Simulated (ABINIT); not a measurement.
Records of electronic-structure calculations.

**A GW chain in ABINIT: Te (P3_121)**

It takes space group P3_121 (No. 152, trigonal). Conventional cell: a = 4.457 Å, b = 4.457 Å, c = 5.929 Å, α = 90.00°, β = 90.00°, γ = 120.00°. Nearest to Te lie 2 Te at 2.84 Å.

```xyz
3
Lattice="4.4572 0.0000 0.0000 -2.2286 3.8600 0.0000 0.0000 0.0000 5.9290" Properties=species:S:1:pos:R:3 pbc="T T T"
Te    1.1736    0.0000    1.9763
Te   -0.5868    1.0164    3.9527
Te    1.6418    2.8437    0.0000
```

- method: RPA screening on PBE, plane waves, norm-conserving pseudopotentials (and 2 further levels or steps)
- program: ABINIT 10.8.3
- settings: cutoff 39 Ha, PseudoDojo scalar-relativistic 0.4 stringent, norm-conserving, ngkpt (3, 3, 2), nband 77, ecuteps 3.2 Ha, inclvkb 2, shiftk (0, 0, 0), symchi 1, awtr 1, frequency ppm, 3×3×2 k-mesh
- notes: The program’s warnings: nproc spkpt=  >= nkpt= * nsppol=. The cell and positions come from the Crystallography Open Database and are kept as given unless a step says otherwise. Limits: screening runs away on this mesh; no spin-orbit coupling. The 3×3×2 mesh is coarse for this cell, which bears on the long-range parts of exchange and screening. On this mesh the RPA ε∞ passes 90, more than nearly any semiconductor shows; a coarse mesh does this where one point with a narrow direct gap carries much weight. The screening is then too strong, and the G0W0 gap should not be taken as the material’s.
- PBE gap: 0.17 eV, indirect (only 16 meV under the direct gap)
- G0W0 gap on the mesh: 0.42 eV
- GW settings: 3×3×2 mesh, 77 bands, screening to 87.1 eV, Godby-Needs plasmon pole

G0W0 moves the gap on the mesh from 0.19 eV to 0.42 eV (+0.23 eV), with Z of 0.79 and 0.79 at the edges. Local fields lower the RPA ε∞ on this mesh from 1543.42 to 1235.92; a Γ-centred mesh this coarse tends to raise both, most where the direct gap is narrow, while a short band sum lowers them.

[Long decimals in the printed logs are rounded to 6 places.]

[Logs are printed without paths, hosts, clocks, repeated set-up lines and the standing remarks that a program may print on its own settings, such as how far it seeks lower states.]

[Paths, hosts, dates, memory and timing lines, banners, echoed tables and standing remarks are left out of the program output; an Ansatz launch command may be rebuilt from the run's recorded settings. Measured values are a selection of at most five: reports struck by readers or far from the other reports are left out. None is set beside runs whose start may be inverted or whose files or cutoffs have a known fault.]

[Runs of the session that timed out or met a known fault of the program may be left out.]

[Hosts, paths, dates, database ids (printed as entryN), source tags and the programs' standing remarks are cut or masked in the printed files.]

[G0W0 gaps are taken among the corrected bands and points alone; a level outside them can change the order at an edge.]

[Where Ansatz stands beside ABINIT at settings called matched, ABINIT's density can come from a denser mesh and the files from another edition; pairs whose starting gaps differed by over 0.03 eV were left out, so agreement reads better than it is.]
